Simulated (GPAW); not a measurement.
# C2 in line between two Mo chains: transmission at several levels

How well does C2 in line between two Mo chains conduct at low bias, and how far do basis and functional move the answer?

Calculated with GPAW 26.7.0; GPAW LCAO, PAW setups; Landauer transmission from Green's functions with principal layers (ASE), zero bias.

Most raw output is cut from this account.

## Step 1: The starting structure

The cell holds 16 atoms: 14 Mo and 2 C. Its edges and angles: a = 9.000 Å, b = 9.000 Å, c = 33.950 Å, α = 90.0°, β = 90.0°, γ = 90.0°. Regions: left lead, 7 atoms (7 Mo); channel, 2 atoms (2 C); right lead, 7 atoms (7 Mo). Vacuum lies along a and b. The structure is stacked along c, and the current runs across the ab planes.

Coordinates:

```cif
data_structure
_symmetry_space_group_name_H-M 'P 1'
_symmetry_Int_Tables_number 1
_cell_length_a 9.0000
_cell_length_b 9.0000
_cell_length_c 33.9498
_cell_angle_alpha 90.000
_cell_angle_beta 90.000
_cell_angle_gamma 90.000
_cell_volume 2749.93
loop_
_atom_site_label
_atom_site_type_symbol
_atom_site_fract_x
_atom_site_fract_y
_atom_site_fract_z
_atom_site_occupancy
Mo1 Mo 0.50000 0.50000 0.03314 1
Mo2 Mo 0.50000 0.50000 0.09941 1
Mo3 Mo 0.50000 0.50000 0.16569 1
Mo4 Mo 0.50000 0.50000 0.23196 1
Mo5 Mo 0.50000 0.50000 0.29823 1
Mo6 Mo 0.50000 0.50000 0.36451 1
Mo7 Mo 0.50000 0.50000 0.43078 1
C8 C 0.50000 0.50000 0.48174 1
C9 C 0.50000 0.50000 0.51826 1
Mo10 Mo 0.50000 0.50000 0.56922 1
Mo11 Mo 0.50000 0.50000 0.63549 1
Mo12 Mo 0.50000 0.50000 0.70177 1
Mo13 Mo 0.50000 0.50000 0.76804 1
Mo14 Mo 0.50000 0.50000 0.83431 1
Mo15 Mo 0.50000 0.50000 0.90059 1
Mo16 Mo 0.50000 0.50000 0.96686 1
```

## Step 2: Double-zeta polarised basis

The script solves lead and junction separately, takes H and S in the orbital basis, and joins semi-infinite leads through their self-energies; the dzp basis is the working standard.

Contents of run.py:

```python
import json
import numpy as np
from ase import Atoms
from ase.transport.calculators import TransportCalculator
from gpaw import GPAW, FermiDirac
from gpaw.lcao.tools import get_lcao_hamiltonian
from scipy.linalg import eigh

# The junction with lead layers at both ends, along the third cell vector
device = Atoms(
    ['Mo', 'Mo', 'Mo', 'Mo', 'Mo', 'Mo', 'Mo', 'C', 'C', 'Mo', 'Mo', 'Mo', 'Mo', 'Mo', 'Mo', 'Mo'],
    positions=[
        [4.50000, 4.50000, 1.12500],
        [4.50000, 4.50000, 3.37500],
        [4.50000, 4.50000, 5.62500],
        [4.50000, 4.50000, 7.87500],
        [4.50000, 4.50000, 10.12500],
        [4.50000, 4.50000, 12.37500],
        [4.50000, 4.50000, 14.62500],
        [4.50000, 4.50000, 16.35490],
        [4.50000, 4.50000, 17.59490],
        [4.50000, 4.50000, 19.32480],
        [4.50000, 4.50000, 21.57480],
        [4.50000, 4.50000, 23.82480],
        [4.50000, 4.50000, 26.07480],
        [4.50000, 4.50000, 28.32480],
        [4.50000, 4.50000, 30.57480],
        [4.50000, 4.50000, 32.82480]],
    cell=[[9.0, 0.0, 0.0], [0.0, 9.0, 0.0], [0.0, 0.0, 33.9498]],
    pbc=True)

# One principal layer of the lead: the first 5 atoms of the device
lead = Atoms(
    ['Mo', 'Mo', 'Mo', 'Mo', 'Mo'],
    positions=[
        [4.50000, 4.50000, 1.12500],
        [4.50000, 4.50000, 3.37500],
        [4.50000, 4.50000, 5.62500],
        [4.50000, 4.50000, 7.87500],
        [4.50000, 4.50000, 10.12500]],
    cell=[[9.0, 0.0, 0.0], [0.0, 9.0, 0.0], [0.0, 0.0, 11.25]],
    pbc=True)

settings = dict(mode='lcao', basis='dzp', xc='PBE', h=0.2,
                occupations=FermiDirac(0.1), maxiter=250,
                mixer=dict(beta=0.1, nmaxold=8, weight=100.0),
                convergence=dict(density=0.0001))
energies = np.arange(-3, 3 + 1e-9, 0.075)
eta = 0.0001
n1, n2 = 1, 1
# k and -k transmit alike, so half of the mesh across the current serves
mesh = [(i, j) for i in range(n1) for j in range(n2) if (i, j) <= (-i % n1, -j % n2)]
weights = np.array([1 if (i, j) == (-i % n1, -j % n2) else 2 for i, j in mesh]) / (n1 * n2)

# [... helper functions left out ...]
fermi_lead = ground_state(lead, (1, 1, 10), 'lead.txt')
fermi_device = ground_state(device, (1, 1, 3), 'device.txt')
# [... loop over the mesh left out, but for ...]
        # Shift the lead onto the potential of the device's first layer
        shift = ((H[:, 0, 0] - H0[:, 0, 0]) / S0[0, 0]).real.mean()
# [...]
kT = 8.617333e-5 * 300
bias = [0.1, 0.2, 0.5, 1.0, 1.5, 2.0]
# [... integrals and printing left out ...]
```

Command:

```
$ OMP_NUM_THREADS=1 OPENBLAS_NUM_THREADS=1 python run.py
```

Elapsed: 6.4 min, on 1 thread of Arm Neoverse N1, shared host; peak memory 1.4 GiB.

This step gave:

| Quantity | Value |
| --- | --- |
| conductance | 2.064 G₀ |
| largest coupling past the next principal layer | 2.80e-5 eV |
| largest misfit of the first principal layer | 0.05023 eV |
| shift that aligns the lead | -0.01446 eV |
| basis functions of the junction | 432 |
| basis functions of a principal layer | 145 |
| transmission at the Fermi level (one spin) | 2.064 |

One spin. Transmission, zone mean against energy, zero at the Fermi level:

energy (eV), transmission, zone mean and a bar:
```
    -3.00       1.92 ############################
    -2.85       1.64 ########################
    -2.70       1.76 #########################
    -2.55       1.86 ###########################
    -2.33       1.96 ############################
    -2.17       2.00 #############################
    -2.02       2.02 #############################
    -1.88       2.02 #############################
    -1.73       2.02 #############################
    -1.57       2.02 #############################
    -1.35       2.03 #############################
    -1.20       2.04 #############################
    -1.05       2.05 ##############################
    -0.90       2.06 ##############################
    -0.75       2.07 ##############################
    -0.60       2.08 ##############################
    -0.45       2.08 ##############################
    -0.38       2.08 ##############################
    -0.23       2.07 ##############################
    -0.07       2.07 ##############################
     0.00       2.06 ##############################
     0.07       2.06 ##############################
     0.23       2.06 ##############################
     0.38       2.05 ##############################
     0.60       2.05 ##############################
     0.75       2.05 ##############################
     0.90       2.04 ##############################
     1.05       2.03 #############################
     1.20       2.01 #############################
     1.35       1.98 #############################
     1.57       1.89 ###########################
     1.73       1.77 #########################
     1.88       1.52 ######################
     2.02       0.08 
     2.17       0.08 
     2.33       0.07 
     2.55       0.07 
     2.70       0.06 
     2.85       0.06 
     3.00       0.05
```

Not self-consistent under bias; the bias window is split evenly. Current through one cell, from the zero-bias transmission against bias:

| bias (V) | current through one cell, from the zero-bias transmission (μA) |
| --- | --- |
| 0.100 | 16.0 |
| 0.200 | 32.0 |
| 0.500 | 80.0 |
| 1.000 | 160 |
| 1.500 | 240 |
| 2.000 | 319 |

Table of transmission of the three most open eigenchannels by energy, zero at the Fermi level:

| energy (eV) | channel 1 | channel 2 | channel 3 |
| --- | --- | --- | --- |
| -3.00 | 0.930 | 0.930 | 0.0582 |
| -2.85 | 0.792 | 0.792 | 0.0597 |
| -2.70 | 0.848 | 0.848 | 0.0609 |
| -2.55 | 0.897 | 0.897 | 0.0623 |
| -2.33 | 0.950 | 0.950 | 0.0651 |
| -2.17 | 0.966 | 0.966 | 0.0679 |
| -2.02 | 0.972 | 0.972 | 0.0715 |
| -1.88 | 0.971 | 0.971 | 0.0763 |
| -1.73 | 0.967 | 0.967 | 0.0826 |
| -1.57 | 0.962 | 0.962 | 0.0917 |
| -1.35 | 0.960 | 0.960 | 0.106 |
| -1.20 | 0.964 | 0.964 | 0.109 |
| -1.05 | 0.970 | 0.970 | 0.112 |
| -0.90 | 0.976 | 0.976 | 0.112 |
| -0.75 | 0.980 | 0.980 | 0.110 |
| -0.60 | 0.983 | 0.983 | 0.108 |
| -0.38 | 0.983 | 0.983 | 0.106 |
| -0.23 | 0.982 | 0.982 | 0.106 |
| -0.07 | 0.979 | 0.979 | 0.105 |
| 0.00 | 0.978 | 0.978 | 0.104 |
| 0.07 | 0.977 | 0.977 | 0.103 |
| 0.23 | 0.976 | 0.976 | 0.1000 |
| 0.38 | 0.976 | 0.976 | 0.0965 |
| 0.60 | 0.977 | 0.977 | 0.0927 |
| 0.75 | 0.976 | 0.976 | 0.0914 |
| 0.90 | 0.974 | 0.974 | 0.0909 |
| 1.05 | 0.968 | 0.968 | 0.0905 |
| 1.20 | 0.957 | 0.957 | 0.0898 |
| 1.35 | 0.942 | 0.942 | 0.0882 |
| 1.57 | 0.900 | 0.900 | 0.0841 |
| 1.73 | 0.842 | 0.842 | 0.0806 |
| 1.88 | 0.718 | 0.718 | 0.0769 |
| 2.02 | 0.0732 | 0.00825 | 3.4e-8 |
| 2.17 | 0.0698 | 0.00841 | 1.8e-8 |
| 2.33 | 0.0665 | 0.00806 | 1.7e-8 |
| 2.55 | 0.0617 | 0.00652 | 1.6e-8 |
| 2.70 | 0.0585 | 0.00485 | 1.5e-8 |
| 2.85 | 0.0548 | 0.00276 | 1.4e-8 |
| 3.00 | 0.0500 | 1.3e-8 | 2.1e-10 |

Couplings past the next layer reach 2.8e-5 eV, small enough to drop; the matrix elements of the cell's first layer differ from the bulk lead's by up to 0.050 eV. That layer keeps its own values in the calculation, and only beyond it is the lead taken as perfect. The Fermi levels of lead and junction count from different zeros of potential, one for each periodic cell; with both set to zero, the small remaining shift is what aligns them. By hand: G = 2.064 × 77.48 μS = 160 μS, a resistance of 6.25 kΩ; at 0.1 V a linear junction would pass 16.0 μA, and the integral over the bias window gives 16.0 μA.

## Step 3: GPAW, szp: basis = "szp(dzp)"

The second zeta is dropped, the polarisation orbitals stay.

run.py: that of step 2 with these lines changed.

```diff
@@ -43,3 +43,3 @@
 
-settings = dict(mode='lcao', basis='dzp', xc='PBE', h=0.2,
+settings = dict(mode='lcao', basis='szp(dzp)', xc='PBE', h=0.2,
                 occupations=FermiDirac(0.1), maxiter=250,
```

Wall time 3.8 min (1 thread); peak memory 1.3 GiB.

This step gave:

```yaml
conductance: 2.063 G₀
largest_coupling_past_the_next_principal_layer: 2.79e-5 eV
largest_misfit_of_the_first_principal_layer: 0.05246 eV
shift_that_aligns_the_lead: -0.01043 eV
basis_functions_of_the_junction: 242
basis_functions_of_a_principal_layer: 80
transmission_at_the_fermi_level_one_spin: 2.062
```

One spin. The transmission, zone mean by energy, zero at the Fermi level:

energy (eV), transmission, zone mean and a bar:
```
  -3.0000       1.41 ####################
  -2.7750       1.69 ########################
  -2.4750       1.91 ############################
  -2.2500       1.99 #############################
  -2.0250       2.02 #############################
  -1.7250       2.02 #############################
  -1.5000       2.03 #############################
  -1.2750       2.04 ##############################
  -0.9750       2.05 ##############################
  -0.7500       2.06 ##############################
  -0.5250       2.07 ##############################
  -0.2250       2.06 ##############################
   0.0000       2.06 ##############################
   0.2250       2.06 ##############################
   0.5250       2.06 ##############################
   0.7500       2.06 ##############################
   0.9750       2.05 ##############################
   1.2750       2.02 #############################
   1.5000       1.98 #############################
   1.7250       1.92 ############################
   2.0250       1.71 #########################
   2.2500       0.07 
   2.4750       0.07 
   2.7750       0.06 
   3.0000       0.05
```

Not self-consistent under bias; the bias window is split evenly. Table of current through one cell, from the zero-bias transmission by bias:

| bias (V) | current through one cell, from the zero-bias transmission (μA) |
| --- | --- |
| 0.100 | 16.0 |
| 0.200 | 32.0 |
| 0.500 | 79.9 |
| 1.000 | 160 |
| 1.500 | 240 |
| 2.000 | 319 |

Transmission of the three most open eigenchannels against energy, zero at the Fermi level:

| energy (eV) | channel 1 | channel 2 | channel 3 |
| --- | --- | --- | --- |
| -3.00 | 0.679 | 0.679 | 0.0477 |
| -2.85 | 0.785 | 0.785 | 0.0494 |
| -2.70 | 0.853 | 0.853 | 0.0511 |
| -2.55 | 0.907 | 0.907 | 0.0531 |
| -2.33 | 0.957 | 0.957 | 0.0567 |
| -2.17 | 0.973 | 0.973 | 0.0596 |
| -2.02 | 0.978 | 0.978 | 0.0629 |
| -1.88 | 0.979 | 0.979 | 0.0669 |
| -1.73 | 0.976 | 0.976 | 0.0714 |
| -1.57 | 0.974 | 0.974 | 0.0769 |
| -1.35 | 0.972 | 0.972 | 0.0878 |
| -1.20 | 0.973 | 0.973 | 0.0945 |
| -1.05 | 0.975 | 0.975 | 0.0993 |
| -0.90 | 0.977 | 0.977 | 0.103 |
| -0.75 | 0.979 | 0.979 | 0.105 |
| -0.60 | 0.980 | 0.980 | 0.106 |
| -0.38 | 0.979 | 0.979 | 0.106 |
| -0.23 | 0.978 | 0.978 | 0.106 |
| -0.07 | 0.977 | 0.977 | 0.106 |
| 0.00 | 0.977 | 0.977 | 0.106 |
| 0.07 | 0.977 | 0.977 | 0.106 |
| 0.23 | 0.978 | 0.978 | 0.105 |
| 0.38 | 0.979 | 0.979 | 0.103 |
| 0.60 | 0.980 | 0.980 | 0.0990 |
| 0.75 | 0.979 | 0.979 | 0.0969 |
| 0.90 | 0.977 | 0.977 | 0.0956 |
| 1.05 | 0.973 | 0.973 | 0.0948 |
| 1.20 | 0.967 | 0.967 | 0.0940 |
| 1.35 | 0.958 | 0.958 | 0.0926 |
| 1.57 | 0.938 | 0.938 | 0.0885 |
| 1.73 | 0.918 | 0.918 | 0.0846 |
| 1.88 | 0.885 | 0.885 | 0.0803 |
| 2.02 | 0.817 | 0.817 | 0.0760 |
| 2.17 | 0.551 | 0.551 | 0.0719 |
| 2.33 | 0.0681 | 0.00224 | 2.5e-8 |
| 2.55 | 0.0625 | 0.00176 | 1.5e-8 |
| 2.70 | 0.0588 | 0.00127 | 1.4e-8 |
| 2.85 | 0.0547 | 7.2e-4 | 1.3e-8 |
| 3.00 | 0.0474 | 1.3e-8 | 1.4e-10 |

The conductance equals that of the dzp run to 0.2 %.

## Step 4: GPAW, sz: basis = "sz(dzp)"

One function for each valence shell of the setup, as for a first survey of a large system.

run.py: that of step 3 with these lines changed.

```diff
@@ -43,3 +43,3 @@
 
-settings = dict(mode='lcao', basis='szp(dzp)', xc='PBE', h=0.2,
+settings = dict(mode='lcao', basis='sz(dzp)', xc='PBE', h=0.2,
                 occupations=FermiDirac(0.1), maxiter=250,
```

The job ended after 2.8 min (1 thread; peak memory 1.2 GiB).

Numbers from this step:

```
conductance                                    : 2.044 G₀
largest coupling past the next principal layer : 2.78e-5 eV
largest misfit of the first principal layer    : 0.03911 eV
shift that aligns the lead                     : -0.009732 eV
basis functions of the junction                : 190
basis functions of a principal layer           : 65
transmission at the Fermi level (one spin)     : 2.044
```

One spin. The transmission, zone mean by energy, zero at the Fermi level:

| energy (eV) | transmission, zone mean |
| --- | --- |
| -3.0000 | 1.44 |
| -2.7750 | 1.69 |
| -2.4750 | 1.90 |
| -2.2500 | 1.97 |
| -2.0250 | 2.00 |
| -1.7250 | 2.00 |
| -1.5000 | 2.00 |
| -1.2750 | 2.02 |
| -0.9750 | 2.03 |
| -0.7500 | 2.04 |
| -0.5250 | 2.05 |
| -0.2250 | 2.04 |
| 0.0000 | 2.04 |
| 0.2250 | 2.05 |
| 0.5250 | 2.05 |
| 0.6750 | 2.05 |
| 0.7500 | 2.05 |
| 0.9750 | 2.05 |
| 1.2750 | 2.03 |
| 1.5000 | 2.01 |
| 1.7250 | 1.98 |
| 2.0250 | 1.89 |
| 2.2500 | 1.63 |
| 2.4750 | 0.0707 |
| 2.7750 | 0.0625 |
| 3.0000 | 0.0517 |

The conductance, 2.04 G₀, lies 1.0 % below that of the dzp run.

## Step 5: revPBE in the dzp basis: xc = "revPBE"

Back in the dzp basis, the functional changes from PBE to revPBE, to set the spread between functionals beside that between bases.

run.py: that of step 4 with these lines changed.

```diff
@@ -43,3 +43,3 @@
 
-settings = dict(mode='lcao', basis='sz(dzp)', xc='PBE', h=0.2,
+settings = dict(mode='lcao', basis='dzp', xc='revPBE', h=0.2,
                 occupations=FermiDirac(0.1), maxiter=250,
```

Run time: 6.7 min. Hardware: 1 thread; peak memory 1.4 GiB.

Numbers from this step:

| Quantity | Value |
| --- | --- |
| conductance | 2.066 G₀ |
| largest coupling past the next principal layer | 2.83e-5 eV |
| largest misfit of the first principal layer | 0.05034 eV |
| shift that aligns the lead | -0.01408 eV |
| basis functions of the junction | 432 |
| basis functions of a principal layer | 145 |
| transmission at the Fermi level (one spin) | 2.066 |

One spin. Table of transmission, zone mean by energy, zero at the Fermi level:

energy (eV), transmission, zone mean and a bar:
```
  -3.0000       1.45 #####################
  -2.7750       1.72 #########################
  -2.4750       1.91 ############################
  -2.2500       1.99 #############################
  -2.0250       2.02 #############################
  -1.7250       2.02 #############################
  -1.5000       2.03 #############################
  -1.2750       2.04 #############################
  -0.9750       2.06 ##############################
  -0.7500       2.08 ##############################
  -0.5250       2.08 ##############################
  -0.2250       2.07 ##############################
   0.0000       2.07 ##############################
   0.2250       2.06 ##############################
   0.5250       2.05 ##############################
   0.7500       2.05 ##############################
   0.9750       2.04 #############################
   1.2750       2.00 #############################
   1.5000       1.94 ############################
   1.7250       1.80 ##########################
   2.0250       0.09 #
   2.2500       0.08 
   2.4750       0.08 
   2.7750       0.06 
   3.0000       0.05
```

The conductance equals that of the dzp run to 0.2 %.

## Step 6: Cost and result by level

Times are for 1 thread of Arm Neoverse N1, shared host. The series side by side:

| no. | run | conductance (G₀) | time | memory (GiB) |
| --- | --- | --- | --- | --- |
| 1 | dzp | 2.064 | 6.4 min | 1.4 |
| 2 | szp | 2.063 | 3.8 min | 1.3 |
| 3 | sz | 2.044 | 2.8 min | 1.2 |
| 4 | dzp revPBE | 2.066 | 6.7 min | 1.4 |

## Step 7: Comparison

The curves are compared point by point over the common energies.

This step: comparison of transmission and cost over codes and levels (GPAW 26.7.0).

Ladder, by row:

| step | code | T at the Fermi level (sum over the listed spins) | conductance (G0) | r.m.s. T(E) from the first | wall time (s) | peak memory (GiB) | threads |
| --- | --- | --- | --- | --- | --- | --- | --- |
| dzp | GPAW | 2.064 | 2.064 | 0 | 381.8 | 1.37 | 1 |
| szp | GPAW | 2.062 | 2.063 | 0.2926 | 230.9 | 1.28 | 1 |
| sz | GPAW | 2.044 | 2.044 | 0.4203 | 171 | 1.22 | 1 |
| dzp-revPBE | GPAW | 2.066 | 2.066 | 0.0559 | 402.6 | 1.39 | 1 |

Transmission, zone mean, sum over the listed spins against energy, zero at the Fermi level:

| energy (eV) | dzp | szp | sz | dzp-revPBE |
| --- | --- | --- | --- | --- |
| -3.0000 | 1.92 | 1.41 | 1.44 | 1.45 |
| -2.7750 | 1.70 | 1.69 | 1.69 | 1.72 |
| -2.4750 | 1.90 | 1.91 | 1.90 | 1.91 |
| -2.2500 | 1.99 | 1.99 | 1.97 | 1.99 |
| -2.0250 | 2.02 | 2.02 | 2.00 | 2.02 |
| -1.7250 | 2.02 | 2.02 | 2.00 | 2.02 |
| -1.5000 | 2.05 | 2.03 | 2.00 | 2.03 |
| -1.2750 | 2.03 | 2.04 | 2.02 | 2.04 |
| -0.9750 | 2.06 | 2.05 | 2.03 | 2.06 |
| -0.7500 | 2.07 | 2.06 | 2.04 | 2.08 |
| -0.5250 | 2.08 | 2.07 | 2.05 | 2.08 |
| -0.4500 | 2.08 | 2.07 | 2.05 | 2.08 |
| -0.2250 | 2.07 | 2.06 | 2.04 | 2.07 |
| 0.0000 | 2.06 | 2.06 | 2.04 | 2.07 |
| 0.2250 | 2.06 | 2.06 | 2.05 | 2.06 |
| 0.5250 | 2.05 | 2.06 | 2.05 | 2.05 |
| 0.6750 | 2.05 | 2.06 | 2.05 | 2.05 |
| 0.7500 | 2.05 | 2.06 | 2.05 | 2.05 |
| 0.9750 | 2.04 | 2.05 | 2.05 | 2.04 |
| 1.2750 | 2.00 | 2.02 | 2.03 | 2.00 |
| 1.5000 | 1.93 | 1.98 | 2.01 | 1.94 |
| 1.7250 | 1.77 | 1.92 | 1.98 | 1.80 |
| 2.0250 | 0.0814 | 1.71 | 1.89 | 0.0864 |
| 2.2500 | 0.0764 | 0.0723 | 1.63 | 0.0812 |
| 2.4750 | 0.0705 | 0.0663 | 0.0707 | 0.0751 |
| 2.7750 | 0.0606 | 0.0578 | 0.0625 | 0.0648 |
| 3.0000 | 0.0500 | 0.0474 | 0.0517 | 0.0522 |

(Part 1 of 2 ends here.)

[Logs are printed without paths, hosts, clocks, repeated set-up lines and the standing remarks that a program may print on its own settings, such as how far it seeks lower states.]

[Hosts, paths, dates, database ids (printed as entryN), source tags and the programs' standing remarks are cut or masked in the printed files.]
